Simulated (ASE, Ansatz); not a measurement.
## Localised basis functions on twisted silicene bilayer, 84.43° (268 atoms)

Wanted: errors and times of a linear-scaling basis for twisted silicene bilayer, 84.43° (268 atoms). A setting counts as converged where the r.m.s. difference of forces stays under 1 % of the r.m.s. force.

Calculated with Ansatz 0.2.0; Kohn-Sham DFT, PBE+D3(BJ), PAW (set soft_2), plane waves.

## Step 1: Set-up

The cell holds 268 atoms: 268 Si. Cell: a = 31.596 Å, b = 31.596 Å, c = 16.170 Å, α = 90.0°, β = 90.0°, γ = 120.0°. It derives from Si (silicene). Silicene (a = 3.86 Å) under silicene (a = 3.86 Å), bilayer, commensurate cell of 67 unit cells a layer, twist 84.43 deg; facing planes 3.29 Å apart; 12 Å of vacuum; layers as built, displaced by a Gaussian of 0.01 Å. Regions: layer 1, 134 atoms (134 Si); layer 2, 134 atoms (134 Si). Vacuum lies along c.

Before any run, some limits are plain. Beside vacuum, support functions can miss their usual error bounds without a warning. Only the Γ point is sampled, in a cell whose shortest periodic width is 27 Å.

## Step 2: Plane-wave single point

This run is the reference for what follows, at a cutoff of 420 eV.

Contents of input.yaml:

```yaml
crystal:
  lattice:
    - [31.5955, 0.0, 0.0]
    - [-15.79775, 27.36251, 0.0]
    - [0.0, 0.0, 16.17]
  atoms:
    - { symbol: Si, position: [0.06997, 0.64687, 0.39789] }
    - { symbol: Si, position: [0.09489, 0.59196, 0.37144] }
    - { symbol: Si, position: [0.09994, 0.78187, 0.3994] }
    - { symbol: Si, position: [0.12454, 0.72676, 0.37024] }
    - { symbol: Si, position: [0.12909, 0.91545, 0.39853] }
    - { symbol: Si, position: [0.15448, 0.86074, 0.37143] }
    - { symbol: Si, position: [0.15973, 0.05032, 0.39871] }
    - { symbol: Si, position: [0.184, 0.99487, 0.37104] }
    - { symbol: Si, position: [0.05482, 0.07993, 0.39818] }
    - { symbol: Si, position: [0.07967, 0.02461, 0.37121] }
    - { symbol: Si, position: [0.08421, 0.21388, 0.39861] }
    - { symbol: Si, position: [0.10999, 0.15969, 0.37099] }
    - { symbol: Si, position: [0.11482, 0.34886, 0.39878] }
    - { symbol: Si, position: [0.1394, 0.29337, 0.37217] }
    - { symbol: Si, position: [0.14415, 0.48258, 0.39813] }
    - { symbol: Si, position: [0.16948, 0.42816, 0.37151] }
    - { symbol: Si, position: [0.17472, 0.61719, 0.39839] }
    - { symbol: Si, position: [0.19913, 0.56165, 0.37186] }
    - { symbol: Si, position: [0.20443, 0.75098, 0.39801] }
    - { symbol: Si, position: [0.22846, 0.6968, 0.37176] }
    - { symbol: Si, position: [0.2333, 0.8847, 0.39707] }
    - { symbol: Si, position: [0.25858, 0.83019, 0.3701] }
    - { symbol: Si, position: [0.26399, 0.02007, 0.39845] }
    - { symbol: Si, position: [0.28867, 0.96486, 0.3699] }
    - { symbol: Si, position: [0.18907, 0.18345, 0.39828] }
    - { symbol: Si, position: [0.21412, 0.12965, 0.37069] }
    - { symbol: Si, position: [0.21861, 0.31841, 0.39818] }
    - { symbol: Si, position: [0.24349, 0.26369, 0.3703] }
    - { symbol: Si, position: [0.24782, 0.45262, 0.39826] }
    - { symbol: Si, position: [0.2738, 0.39762, 0.37144] }
    - { symbol: Si, position: [0.27835, 0.58697, 0.39719] }
    - { symbol: Si, position: [0.30291, 0.53182, 0.36954] }
    [... 230 atom lines left out ...]
    - { symbol: Si, position: [0.91545, 0.1287, 0.62962] }
    - { symbol: Si, position: [0.89079, 0.05016, 0.60169] }
    - { symbol: Si, position: [0.01973, 0.26375, 0.62931] }
    - { symbol: Si, position: [0.99473, 0.18415, 0.60221] }
    - { symbol: Si, position: [0.04923, 0.1589, 0.62834] }
    - { symbol: Si, position: [0.02458, 0.07987, 0.60189] }
kpoints:
  mp_grid: { grid: [1, 1, 1] }
hamiltonian:
  xc: pbe
  dispersion: d3bj
scf:
  occupations: { method: fermi_dirac, width: 0.025 }
output:
  forces: true
  populations: true
  dos:
    method: { smearing: { sigma: 0.15 } }
    de: 0.1
    projected: { site_lists: { Si: [Si] } }
  eigenvalues: true
```

Run with:

```bash
$ ansatz run input.yaml --threads 32 --pin off --max-ram 92160MiB --backend cuda --events-out ev --progress --plain --runs-dir out --max-vram 78GiB
```

Numbers of over 12 decimals in the logs are rounded to 6 here.

What it wrote:

```text
Engine: ansatz 0.2.0, aarch64-unknown-linux-gnu
Pseudopotentials: kind: paw
Pseudopotential: Si, paw, valence charge 4, recommended cutoff 420 eV (normal), Si.paw.azcp
[... 5 lines on functional and potentials left out ...]
device memory: the entry about to start is reckoned to put 33.9 GiB on a device that reports 100.1 GiB free (of which the cap on the GPU budget leaves the run 78.0 GiB)
GPU FFT provider: cuFFT
GPU libraries: cuBLAS 13.8.1, cuFFT 12.4.0, cuSOLVER 12.3.2
GPU matrix products: emulated (plane waves: as basis.precision tells), large ones in fixed point in workspaces of 1.00 GiB
Crystal: 268 atoms, lattice volume = 13979.485 Å³
Basis set: ecut = 420 eV, 273229 PW (Γ), exchange–correlation on 432×432×240 points (8 copies of the dense FFT grid, shifted against one another)
Bands: 804, of which v1, the nominal top of the filled ones, is band 536 counted from 1 (535 counted from 0)
Symmetry: 1 space group operations
Space group: P1 (ITA 1), of the structure as read, at distance tolerance 2.4e-4 Å
k-points: 1
[... 3 lines on functional and potentials left out ...]
Initial density: superposition of atomic densities (neutral atoms: chi_scale 0, normalization atom), corrected by the library's trained network
Initial wavefunctions: pseudopotential atomic-orbital guess
GPU buffer pool allocated for 5598720 grid points (all kernels)
GPU transforms: local potential and band sums: pruned to the plane-wave sphere, on 216×216×120
GPU projectors: on the FFT box's points about the atoms, with room for 1767460 of them (16 bands a pass); a geometry past the room, sums that fail their trial, or a want of GPU memory keeps the tables, and a block in half precision can take them where they are the faster
Functional: x = pbe(κ = 0.804, μ = 0.219515), c = pbe(β = 0.066725)
SCF iter   1: F=—  HF=-170301.493760 eV  |F-HF|=—  |Δ(HF+E_count)|=         —  Δρ=1.81e-3  dr2=1.11e0  ethr=1.77e-3  ⟨swp⟩=7.0  Hψ=4168  notcnv=0  defer=190
preconditioner: auto → LDOS  [insulator: Δε(μ)=0.111 eV  Ē_g=7.068 eV  σ=0.025 eV  W_gap=0.80  n_scr=1322 (ndim 8)  ℏωp=10.3 eV  f_vac=0.473  D(μ)=54.36/eV (n_scr^D=142)  ε∞_Penn≈3.1  β→1.0]
SCF iter   2: F=—  HF=-170301.675029 eV  |F-HF|=—  |Δ(HF+E_count)|=   1.81e-1  Δρ=1.06e-3  dr2=8.06e-1  ethr=1.04e-4  ⟨swp⟩=3.0  Hψ=1533  notcnv=0  defer=226
SCF iter   3: F=—  HF=-170301.532070 eV  |F-HF|=—  |Δ(HF+E_count)|=   1.43e-1  Δρ=2.73e-4  dr2=3.58e-2  ethr=7.52e-5  ⟨swp⟩=3.0  Hψ=1034  notcnv=0  defer=226
SCF iter   4: F=—  HF=-170301.525459 eV  |F-HF|=—  |Δ(HF+E_count)|=   6.61e-3  Δρ=8.46e-5  dr2=4.02e-3  ethr=3.34e-6  ⟨swp⟩=2.0  Hψ=980  notcnv=0  defer=226
SCF iter   5: F=—  HF=-170301.535015 eV  |F-HF|=—  |Δ(HF+E_count)|=   9.56e-3  Δρ=2.79e-5  dr2=2.11e-4  ethr=3.75e-7  ⟨swp⟩=2.0  Hψ=1114  notcnv=0  defer=226
SCF iter   6: F=—  HF=-170301.535105 eV  |F-HF|=—  |Δ(HF+E_count)|=   9.00e-5  Δρ=8.21e-6  dr2=1.36e-5  ethr=1.97e-8  ⟨swp⟩=2.0  Hψ=1035  notcnv=0  defer=226
SCF iter   7: F=—  HF=-170301.532435 eV  |F-HF|=—  |Δ(HF+E_count)|=   2.67e-3  Δρ=2.80e-6  dr2=3.36e-6  ethr=1.27e-9  ⟨swp⟩=2.0  Hψ=1342  notcnv=0  defer=226
SCF iter   8: F=—  HF=-170301.532436 eV  |F-HF|=—  |Δ(HF+E_count)|=   9.52e-7  Δρ=8.63e-7  dr2=1.82e-7  ethr=3.13e-10  ⟨swp⟩=2.0  Hψ=959  notcnv=0  defer=226
SCF iter   9: F=-170301.532436 eV  HF=-170301.532436 eV  |F-HF|=2.24e-9  |Δ(HF+E_count)|=   1.48e-7  Δρ=2.86e-7  dr2=2.46e-8  ethr=9.33e-12  ⟨swp⟩=21.0  Hψ=5990  notcnv=0
SCF 1 converged in 9 iterations: F = -170301.532436 eV  dr2 = 2.46e-8
  greatest PAW one-centre occupation: 0.651 electrons in one spin orbital (limit 2), on the Si atom at site 180 (counted from 0), in its partial waves of l = 0
SCF converged after 9 iterations
Free energy (F): -170301.532436 eV
Harris-Foulkes:  -170301.532436 eV  (|F-HF|=2.24e-9)
Internal energy: -170301.388262 eV  (E = F + TS)
E sigma→0 (E₀):  -170301.460349 eV
Entropy (-TS):   -0.144174 eV (-0.538 meV/atom)
Fermi energy:    -0.408846 eV
--- Per-component energies (eV) ---
  E_band       = -5774.824406
  E_kinetic    = 10463.895888
  E_local      = -118922.209695  (includes V_loc(G=0)·N_el)
  E_nonlocal   = 7010.918441
  E_hartree    = 54265.680498
  E_xc         = -14574.172141
  E_vxc        = -12224.105399  (∫ρ·V_xc dr)
  E_paw        = -137397.352460  (= ΣΔE_a)
  E_vpaw       = -634.671236  (= ΣTr[D̂ρ^β])
  E_aug_tail   = 0.001700  (compensation charges beyond the density's cutoff)
  E_ewald      = 28924.567892
  E_disp       = -72.718385  (pairwise vdW)
  E_smearing   = -0.144174  (= −TS)
  E_closure    = 0.000000  (closes the sum)
  Σ components = -170301.532436   (vs F -170301.532436, Δ=0.00e0)
--- Forces (eV/Å), atoms counted from 1 ---
[... 268 lines of forces left out ...]
  max |Σ_I F_I| component: 5.34e-6 eV/Å
--- Band table (eV) ---
[... left out ...]
--- Löwdin populations: 268 sites ---
  site symbol       q [e]
[... 268 lines, one an atom, left out ...]
  spilling = 0.012322 (of n_electrons = 1072.000000)
```

Run time: 8.6 s. Hardware: 1 × NVIDIA GB200 with 32 threads of Arm Neoverse V2, shared host; peak memory 3.6 GiB.

That memory is the host's; the program planned up to 33.9 GiB on the GPU. Forces of this run were stored rounded, and per-atom blocks of the log weren't kept.

The run gave:

```
free energy                             : -170301.5324 eV
free energy per atom                    : -635.4535 eV/atom
SCF cycles                              : 9
r.m.s. force component                  : 0.2402 eV/Å
longest force                           : 0.8984 eV/Å
Fermi energy                            : -0.4088 eV
levels partly filled by over 2 per cent : 12
spilling of the projection              : 0.01232
```

Length of the force by element:

| element | coordination | atoms | mean length of the force (eV/Å) | spread | least | most |
| --- | --- | --- | --- | --- | --- | --- |
| Si | all | 268 | 0.387 | 0.153 | 0.0385 | 0.898 |

The mean of these charges, 0.049 e, is only the charge that the projection spills.

Löwdin charges by element (they lack the spilled electrons, 0.049 e an atom on average):

| element | coordination | atoms | mean charge (e) | spread | least | most |
| --- | --- | --- | --- | --- | --- | --- |
| Si | all | 268 | 0.0493 | 0.0103 | 0.0312 | 0.0681 |

By region:

| region | atoms | mean length of the force (eV/Å) |
| --- | --- | --- |
| layer 1 | 134 | 0.362 |
| layer 2 | 134 | 0.411 |

States in the cell by windows of 1 eV, zero at the Fermi level; some projections on atomic orbitals stand beside the total:

| from (eV) | to (eV) | total | Si p | Si s |
| --- | --- | --- | --- | --- |
| -13 | -12 | 0.0 | 0.0 | 0.0 |
| -12 | -11 | 13.7 | 1.1 | 12.4 |
| -11 | -10 | 82.9 | 16.0 | 66.2 |
| -10 | -9 | 100.7 | 29.1 | 70.7 |
| -9 | -8 | 70.6 | 22.4 | 47.5 |
| -8 | -7 | 52.0 | 25.7 | 25.7 |
| -7 | -6 | 83.2 | 43.2 | 39.1 |
| -6 | -5 | 56.6 | 31.6 | 24.3 |
| -5 | -4 | 64.5 | 51.4 | 12.3 |
| -4 | -3 | 139.4 | 126.1 | 11.4 |
| -3 | -2 | 190.1 | 178.8 | 8.6 |
| -2 | -1 | 138.0 | 132.0 | 4.1 |
| -1 | 0 | 79.2 | 73.4 | 4.5 |
| 0 | 1 | 74.3 | 64.1 | 6.5 |
| 1 | 2 | 163.3 | 111.2 | 35.8 |

Not all projections were asked for or kept, so they needn't add up to the total.

The levels nearest the highest filled one (over half full), pooled over k-points and spins:

| level less the highest filled one (eV) | occupation |
| --- | --- |
| -0.0288 | 1.93 |
| -0.0242 | 1.91 |
| -0.0169 | 1.88 |
| -0.0117 | 1.86 |
| -0.0099 | 1.85 |
| 0 | 1.78 |
| 0.104 | 0.224 |
| 0.116 | 0.144 |
| 0.120 | 0.124 |
| 0.123 | 0.112 |
| 0.124 | 0.107 |
| 0.131 | 0.082 |

Löwdin charges run from +0.03 to +0.07 e, about a mean that is the spilled charge alone. Within 0.4 eV of the Fermi level the largest share is Si p (94 % of the projected weight).

## Step 3: Distances and neighbours

These statistics describe the geometry on which the runs were made.

Normalised to the volume that the atoms fill. Pair distribution function in bins of 0.2 Å:

| r (Å) | total |
| --- | --- |
| 2.20 | 4.51 |
| 2.40 | 0.12 |
| 2.60 | 0.00 |
| 2.80 | 0.00 |
| 3.00 | 0.00 |
| 3.20 | 0.01 |
| 3.40 | 0.10 |
| 3.60 | 0.12 |
| 3.80 | 3.50 |
| 4.00 | 0.26 |
| 4.20 | 0.35 |
| 4.40 | 1.47 |
| 4.60 | 0.44 |
| 4.80 | 0.32 |
| 5.00 | 0.32 |
| 5.20 | 0.25 |
| 5.40 | 0.33 |
| 5.60 | 0.29 |
| 5.80 | 0.50 |
| 6.00 | 1.38 |
| 6.20 | 0.26 |
| 6.40 | 0.25 |
| 6.60 | 1.12 |
| 6.80 | 0.40 |
| 7.00 | 0.25 |
| 7.20 | 0.18 |
| 7.40 | 0.25 |
| 7.60 | 0.25 |

Bonds by pair of elements; cutoffs follow the first minimum of g(r), held within bounds set by covalent radii, and pairs that aren't listed don't count as bonded:

| pair A-B | cutoff (Å) | bonds | mean length (Å) | spread (Å) | shortest (Å) | B about A | A about B |
| --- | --- | --- | --- | --- | --- | --- | --- |
| Si-Si | 2.68 | 402 | 2.27 | 0.014 | 2.23 | 3 | 3 |

How many atoms have how many bonded neighbours:

| element | mean | 3 |
| --- | --- | --- |
| Si | 3 | 268 |

Bond angles, per cent of each kind in bins of 5°:

| angle (°) | Si-Si-Si |
| --- | --- |
| 110–115 | 0.6 |
| 115–120 | 99.4 |

Bond angles (no mean is given where the spread exceeds 20°):

| angle | count | mean (°) | spread (°) |
| --- | --- | --- | --- |
| Si-Si-Si | 804 | 116 | 0.6 |

By these cutoffs all Si atoms have 3 bonded neighbours. The Si-Si-Si angle averages 116° with a spread of 0.6°.

A closer look about Si154, picked at random: 13 atoms, nearest first, numbered in the order of the input, with positions taken from that point.

| atom | x | y | z | distance (Å) | bonds | Löwdin charge (e) | Fx | Fy | Fz (eV/Å) |
| --- | --- | --- | --- | --- | --- | --- | --- | --- | --- |
| Si154 | 0.00 | 0.00 | 0.00 | 0.00 | 3 | 0.05 | -0.03 | 0.19 | -0.25 |
| Si151 | -1.66 | -1.49 | 0.45 | 2.27 | 3 | 0.06 | -0.07 | 0.01 | 0.09 |
| Si163 | 2.13 | -0.68 | 0.43 | 2.28 | 3 | 0.06 | -0.02 | 0.09 | 0.08 |
| Si153 | -0.47 | 2.19 | 0.44 | 2.28 | 3 | 0.06 | 0.13 | -0.49 | 0.20 |
| Si49 | 1.89 | 0.00 | -3.28 | 3.79 | 3 | 0.05 | 0.01 | 0.09 | 0.32 |
| Si36 | -0.22 | -0.69 | -3.72 | 3.79 | 3 | 0.06 | -0.16 | 0.11 | -0.08 |
| Si156 | 1.19 | 3.65 | 0.01 | 3.83 | 3 | 0.03 | 0.12 | 0.38 | -0.55 |
| Si146 | -2.57 | 2.87 | 0.01 | 3.85 | 3 | 0.04 | -0.57 | -0.28 | -0.30 |
| Si164 | 2.59 | -2.86 | 0.00 | 3.85 | 3 | 0.03 | 0.16 | -0.30 | -0.34 |
| Si144 | -3.77 | -0.81 | 0.01 | 3.85 | 3 | 0.05 | 0.09 | -0.25 | -0.37 |
| Si152 | -1.18 | -3.67 | 0.00 | 3.86 | 3 | 0.03 | 0.06 | 0.00 | -0.42 |
| Si166 | 3.78 | 0.83 | 0.01 | 3.87 | 3 | 0.04 | 0.10 | -0.15 | -0.23 |
| Si35 | -1.90 | 0.81 | -3.29 | 3.88 | 3 | 0.04 | 0.20 | 0.15 | 0.21 |

The column of bonds counts only the pairs Si-Si within 2.68 Å; other neighbours, such as metal atoms beside each other in a compound, aren't counted, and periodic images can show an atom twice.

## Step 4: Support functions medium

With localised support functions most steps grow linearly with size, though the diagonalisation grows faster unless the density matrix is cut; this run measures error and cost at this size. The level medium gives here a grid of 144×144×72 points and a radius of 4.55 Å.

This step: Kohn-Sham DFT, PBE+D3(BJ), PAW (set soft_2), localised support functions (medium) (Ansatz 0.2.0).

input.yaml, the sections that differ from step 2:

```yaml
scf:
  occupations: { method: fermi_dirac, width: 0.025 }
  eigensolver: { kind: { support_functions: { accuracy: medium } } }
  mixing: { beta: 0.2 }
  max_iter: 150
output:
  forces: true
  eigenvalues: true
# crystal, kpoints, hamiltonian: as in step 2
```

What it wrote:

```text
Warning: scf.eigensolver.kind.support_functions: disabling space-group detection — the functions' gradient is summed over unrotated k-points, so no spatial operation reduces the k-mesh or symmetrises the density; time reversal is kept, so that k and −k are solved as one point where they differ and the mesh holds both, and exact exchange and, on two spinor components, a DFT+U term hold to it where the run has them: [...]
settings of this run that can trade accuracy for cost: scf.eigensolver.kind.support_functions [...]
[...]
GPU FFT provider: cuFFT
GPU libraries: cuBLAS 13.8.1, cuFFT 12.4.0, cuSOLVER 12.3.2
[...]
Crystal: 268 atoms, lattice volume = 13979.485 Å³
Basis set: ecut = 420 eV, 273229 PW (Γ), exchange–correlation on 432×432×240 points (8 copies of the dense FFT grid, shifted against one another)
Bands: 644, of which v1, the nominal top of the filled ones, is band 536 counted from 1 (535 counted from 0)
Symmetry: 1 space group operations
k-points: 1
[...]
GPU buffer pool allocated for 5598720 grid points (all kernels)
Eigensolver: Support functions (medium, 144×144×72 points, laid for a spacing of at most 0.257060 Å, radius 4.554000 Å, 347 sites without an atom, 0 species' potentials softened for the grid, 1 wholly corrected for its errors in the mean over positions, 1 with the egg-box correction, energy correction by stochastic trace)
[...]
SCF iter   1: F=—  HF=-170249.735549 eV  |F-HF|=—  |Δ(HF+E_count)|=         —  Δρ=2.16e-2  dr2=6.79e1  ethr=1.00e-1
[...]
SCF iter  20: F=—  HF=-170301.585377 eV  |F-HF|=—  |Δ(HF+E_count)|=   8.86e-4  Δρ=5.77e-6  dr2=6.50e-6  ethr=1.33e-9  κ⁻¹=2.6e-5(r=7)
SCF iter  21: F=-170301.586233 eV  HF=-170301.586177 eV  |F-HF|=5.61e-5  |Δ(HF+E_count)|=   8.01e-4  Δρ=2.13e-6  dr2=1.06e-6  ethr=6.06e-10
SCF 1 converged in 21 iterations: F = -170301.598528 eV  dr2 = 1.06e-6
[...]
SCF converged after 21 iterations
Stability not checked: this state was not tested for a lower state beside it, because the mixer in use, unlike msr1, does not test its closes by its own steps (another_mixer; see scf.mixing.algorithm and scf.lower_state_search)
Free energy (F): -170301.598528 eV
[...]
Internal energy: -170301.454530 eV  (E = F + TS)
E sigma→0 (E₀):  -170301.526529 eV
Entropy (-TS):   -0.143998 eV (-0.537 meV/atom)
Fermi energy:    -0.408711 eV
[...]
Σ components = -170301.598528   (vs F -170301.598528, Δ=0.00e0)
--- Forces (eV/Å), atoms counted from 1 ---
[... 268 lines of forces left out ...]
  max |Σ_I F_I| component: 2.45e-3 eV/Å
--- Band table (eV) ---
[... left out ...]
```

Wall time 10 s (1 × NVIDIA GB200 with 32 threads); peak memory 2.8 GiB; 28 s of CPU time.

That memory is the host's; the program planned up to 11.1 GiB on the GPU.

The program notes that the band table was not solved further than the SCF left it and it switched symmetry off. Further notices: vacuum switching off with vacuum.

Keys that differ from the reference: support_functions.accuracy = "medium", scf.max_iter = 150 and scf.mixing.beta = 0.2.

Forces differ from the reference by 0.086 meV/Å r.m.s., 0.036 % of their size, well within a tolerance of 1 %; the energy by -0.25 meV/atom. The two runs also began from different starting densities, which bears on cycles and time.

## Step 5: The ladder side by side

Differences are against the plane-wave reference (Kohn-Sham DFT, PBE+D3(BJ), PAW (set soft_2), plane waves), whose r.m.s. force component is 0.240 eV/Å. Energies are set beside the reference only for runs with its functional, potentials and electron count. Times are for 1 × NVIDIA GB200 with 32 threads of Arm Neoverse V2, shared host. The reference's time includes the DOS, which some other runs skip.

| run | Δ force, r.m.s. (meV/Å) | share of r.m.s. force (%) | Δ energy (meV/atom) | cycles | time | host memory (GiB) | planned on the GPU (GiB) |
| --- | --- | --- | --- | --- | --- | --- | --- |
| reference | - | - | - | 9 | 8.6 s | 3.6 | 34 |
| support functions medium | 0.086 | 0.0359 | -0.247 | 21 | 10 s | 2.8 | 11 |

## Step 6: Results

| Property | Result |
| --- | --- |
| free energy per atom | -635.4535 eV/atom |
| r.m.s. force component | 0.2402 eV/Å |
| wall time of the 2 DFT runs | 19 s |

**Reading.** Against plane waves at 420 eV, the forces differ by 0.086 meV/Å (0.036 %) with support functions medium. At 268 atoms the run with support functions medium takes roughly 1.2 times the time of plane waves (whose run also made extra analyses, so the like-for-like ratio is larger), in 21 SCF cycles against 9. Differences between support functions and plane waves include what basis error the plane-wave run still has.

No gap is quoted, since levels at the Fermi energy are partly filled. By these cutoffs all Si atoms have 3 bonded neighbours.

Caveats: The geometry was built by rule, was displaced at random and isn't relaxed at this level: its force components are 0.24 eV/Å r.m.s.

[Logs are printed without paths, hosts, clocks, repeated set-up lines and the standing remarks that a program may print on its own settings, such as how far it seeks lower states.]

[Hosts, paths, dates, database ids (printed as entryN), source tags and the programs' standing remarks are cut or masked in the printed files.]
